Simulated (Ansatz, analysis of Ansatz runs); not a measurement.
# Local vibrational mode of the V_K centre (self-trapped hole) in LiF (PBE), part 2 of 2

Aim: the local vibrational mode of the V_K centre (self-trapped hole) in LiF, to be set beside the measurement. Set-up: PBE, 64-site cell, measured lattice, 420 eV, k: the single point 1/4 1/4 1/4. The model is a cell of 64 host atoms. The frequencies come from force constants among the defect atom and its neighbours, with the masses of the isotopes named. The measured lattice removes the functional's error in the volume.

Ansatz 0.2.0; PBE, 64-site cell, measured lattice, 420 eV, k: the single point 1/4 1/4 1/4.

So far: The structure; Relaxation, charge +1.

## Step 2: Relaxation, charge +1 (continued)

Level of this step: plane-wave PAW DFT, PBE; relaxation of all atoms of a defect supercell (Ansatz).

Relaxation path:

| step | energy less that of the first step (eV) | largest force component (eV/Å) |
| --- | --- | --- |
| 1 | 0.0000 | 2.9919 |
| 2 | -0.8169 | 1.7889 |
| 3 | -1.4833 | 0.8177 |
| 4 | -1.6844 | 0.0125 |
| 5 | -1.6845 | 0.0117 |
| 6 | -1.6846 | 0.0018 |

The atoms that moved most (Å, from the sites as typed, ahead of the random displacement, the mean shift of all atoms taken out):

| atom | dx | dy | dz | length |
| --- | --- | --- | --- | --- |
| F31 | 0.000 | 0.318 | 0.318 | 0.449 |
| F8 | 0.000 | -0.318 | -0.318 | 0.449 |

The atoms nearest to the centre after the run:

| atom | distance (Å) |
| --- | --- |
| F8 | 1.422 |
| Li19 | 1.423 |
| Li12 | 1.425 |
| F31 | 1.426 |
| Li34 | 2.466 |
| F53 | 2.466 |
| Li2 | 2.466 |
| F21 | 2.466 |
| F46 | 2.467 |
| F14 | 2.468 |
| Li25 | 2.468 |
| Li57 | 2.468 |

Among the bonds that opened: F31–F8 1.95 to 2.85 Å.

This step gave:

| Quantity | Value |
| --- | --- |
| free energy | -32518.3193 eV |
| smearing term TS | 0.01431 eV |
| total moment | 1 μB |
| integral of the absolute spin density | 1.059 μB |
| spin contamination | 1.87e-4 |

## Step 3: Local vibrational modes

A local mode lives on the defect and the atoms next to it, so only the sites listed in the input are displaced, which costs far fewer SCF runs than the whole cell would.

This step: plane-wave PAW DFT, PBE; finite-displacement force constants among the atoms nearest to a defect, the others at rest.

Contents of modes/input.yaml:

```yaml
crystal:
  lattice:
    - [8.056, 0.0, 0.0]
    - [0.0, 8.056, 0.0]
    - [0.0, 0.0, 8.056]
  atoms:
    - { symbol: Li, position: [-2.015e-06, 5.8881e-05, 0.000301249] }
    - { symbol: Li, position: [-7.7213e-05, 0.250048638, 0.250304594] }
[... 5 atom lines left out ...]
    - { symbol: F, position: [0.249964472, 0.250073567, 0.250300229] }
[... 3 atom lines left out ...]
    - { symbol: Li, position: [0.249966067, 0.250056657, 0.500280985] }
[... 1 atom line left out ...]
    - { symbol: F, position: [-2.41e-05, 0.250058621, 0.500294247] }
[... 4 atom lines left out ...]
    - { symbol: Li, position: [0.249970733, 0.500060965, 0.250301198] }
[... 1 atom line left out ...]
    - { symbol: F, position: [-1.863e-05, 0.500065677, 0.250285422] }
[... 3 atom lines left out ...]
    - { symbol: Li, position: [-5.3735e-05, 0.500047884, 0.5002829] }
[... 5 atom lines left out ...]
    - { symbol: F, position: [0.249989531, 0.500056854, 0.500281676] }
[... 2 atom lines left out ...]
    - { symbol: Li, position: [0.50000791, 0.250052856, 0.25030711] }
[... 11 atom lines left out ...]
    - { symbol: F, position: [0.499973721, 0.250059715, 0.500297286] }
[... 6 atom lines left out ...]
    - { symbol: F, position: [0.499970698, 0.500070048, 0.25028906] }
[... 3 atom lines left out ...]
    - { symbol: Li, position: [0.500031599, 0.500057944, 0.500318358] }
[... 6 atom lines left out ...]
    - { symbol: F, position: [0.749983822, 0.750064898, 0.750285249] }
total_charge: 1
basis:
  ecutwfc: 420
  xc_grid: 2
hamiltonian:
  xc: pbe
kpoints:
  mp_grid: { grid: [1, 1, 1], shift: [0.25, 0.25, 0.25] }
magnetization:
  spin_polarized: true
  initial_magnetization: 1
  spin_locking: { lock_magnetization: hard }
scf:
  occupations: { method: fermi_dirac, width: 0.01 }
  max_iter: 120
output: {}
checkpoint:
  read: "../relax.run"
phonons:
  supercell: [1, 1, 1]
  displaced_sites: [7, 18, 30]
```

Run with:

```
ansatz run input.yaml --threads 2 --pin off --max-ram 3768MiB --backend cpu --events-out ev --progress --plain --runs-dir out
```

Numbers of over 12 decimals in the logs are rounded to 6 here.

The program printed:

```text
[...]
Crystal: 64 atoms, lattice volume = 522.827 Å³
Basis set: ecut = 420 eV, 10251 PW (Γ), exchange–correlation on 108×108×108 points (8 copies of the dense FFT grid, shifted against one another)
Bands: 224, of which v1, the nominal top of the filled ones, is band 160 counted from 1 (159 counted from 0)
Symmetry: 1 space group operations
k-points: 1
[...]
Stability of the state it starts from, as read at its close in the collinear treatment: not read negative (Ritz values of 1 − χ₀K, real part plus size of imaginary part, from 1.0 to 1.3, by its mixing steps under no symmetry); [...]
Starting moments: Σ|m| = 1 μB on 64 of 64 sites; this step starts from the density that it was given
[...]
iter 1 solved again at ethr=9.40e-12 eV; its pass at ethr=3.10e-3 eV (dr2=3.00e-8 eV) is discarded
[...]
symmetry images taken by strict's conditions (phonons.symmetry_images: auto; settled by no image being taken that strict refuses)
  force constants formed among 3 of 64 sites (F 7, Li 18, F 30); the other 61 at rest. The modes move the named sites alone.
  the frequencies, the zero-point energy and the sums are of the block with the acoustic sum rule laid on its rows. Row sums over every site: 1.3e-2 eV/Å² at the most
  transpose residual: 4.4e-4 eV/Å²
  largest component of a force at the reference: 9.1e-4 eV/Å on a named site, 1.8e-3 eV/Å on a site at rest
  frequencies among the named sites at Γ of the cell (cm⁻¹): 238.30 265.83 267.42 267.62 270.00 297.88 345.03 360.35 361.54
  unstable modes among the named sites: 0
  frequencies as built, with no sum rule (cm⁻¹): 238.58 266.07 267.65 267.90 270.26 298.10 345.72 361.01 362.20
  zero-point energy: 0.165765 eV/cell   skipped modes (ω ≤ 0): 0
  not written: the harmonic force-constant file, the file of eigenvectors (these modes' are written with the force constants), the density of states and the dispersion, which are of every site
[key lines of the parts left out:]
SCF converged after 8 iterations
Magnetization: 1.0000 μB (160.0000 up, 159.0000 down)
Free energy (F): -32518.319311 eV
Fermi energy:    0.916463 (↑ 5.699190, ↓ 0.916463) eV
```

Elapsed: 13 min, on 2 threads of Intel Xeon Platinum 8488C (Sapphire Rapids), shared host; peak memory 1.5 GiB; 25 min of CPU time.

Read from the output:

* free energy: -32518.3193 eV
* smearing term TS: 0.01431 eV
* total moment: 1.000 μB
* integral of the absolute spin density: 1.059 μB
* spin contamination: 1.87e-4

The modes with the largest weight on the probed atoms (the light atom of a pair), for the masses of each isotope. Modes of the displaced atoms (local only where they lie over the host's phonons):

| isotopes | mode (cm⁻¹) | share of the defect atoms |
| --- | --- | --- |
| n | 297.9 | 0.997 |
| n | 270 | 0.963 |
| n | 267.6 | 0.941 |
| n | 267.4 | 0.998 |
| n | 265.8 | 0.993 |
| n | 238.3 | 0.969 |

## Step 4: Outcome

This set-up is not sound: the two halogen atoms part to 2.85 Å, so no dimer forms at this level and there is no stretch to set beside the measurement.

[Logs are printed without paths, hosts, clocks, repeated set-up lines and the standing remarks that a program may print on its own settings, such as how far it seeks lower states.]

[Hosts, paths, dates, database ids (printed as entryN), source tags and the programs' standing remarks are cut or masked in the printed files.]

[For some hosts the program warned that the k-mesh of the response run may be too coarse for force constants and the static dielectric constant; such warnings are not shown here.]
